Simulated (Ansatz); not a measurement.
In doubt: masses and optical values from hybrid runs of this build are listed as unsure (in some of the runs), which bears on the screening that GW takes from such a start.

Two G0W0 runs on CsPbBr3 (Pm-3m).

```xyz
5
Lattice="5.9486 0.0000 0.0000 0.0000 5.9486 0.0000 0.0000 0.0000 5.9486" Properties=species:S:1:pos:R:3 pbc="T T T"
Cs    0.0000    0.0000    0.0000
Pb    2.9743    2.9743    2.9743
Br    2.9743    2.9743    0.0000
Br    2.9743    0.0000    2.9743
Br    0.0000    2.9743    2.9743
```

The cell and positions are those that the Materials Project relaxed with its own functionals (PBE, PBE+U or r2SCAN), kept fixed. Spin-orbit coupling is left out unless a run names it.

The first (Ansatz 0.2.0; start PBE, 4×4×4 mesh, 878 empty bands, screening to 150 eV, all-electron files; 1 × NVIDIA H100 80GB HBM3 (shared by 3 runs) with 4 threads of AMD EPYC 7R13 (Zen 3), shared host) gave, on its mesh: starting gap 1.68 eV, G0W0 gap 2.75 eV, RPA ε∞ (mean) 5.23, 11 min.

The second gave: starting gap 2.92 eV, G0W0 gap 3.34 eV, RPA ε∞ (mean) 3.55, 2.4 min.

Q: What was changed in the input? Choose among start, files, mesh, bands and cutoff, frequency model or another key.

Changed: start from PBE to PBE0 and files from all-electron to hard PAW. A jump of this size in the start, with ε∞ moving the other way, marks another functional. Other changes could give like numbers; this is the one that was made.

Limits: not at the basis limit; no spin-orbit coupling.

[Paths, hosts, dates, memory and timing lines, banners, echoed tables and standing remarks are left out of the program output.]

[Logs are printed without paths, hosts, clocks, repeated set-up lines and the standing remarks that a program may print on its own settings, such as how far it seeks lower states.]

[Runs of the session that timed out or met a known fault of the program may be left out.]

[Cells called generated may have been cut or substituted from an entry of the Crystallography Open Database or the Materials Project.]

[Hosts, paths, dates, database ids (printed as entryN), source tags and the programs' standing remarks are cut or masked in the printed files.]
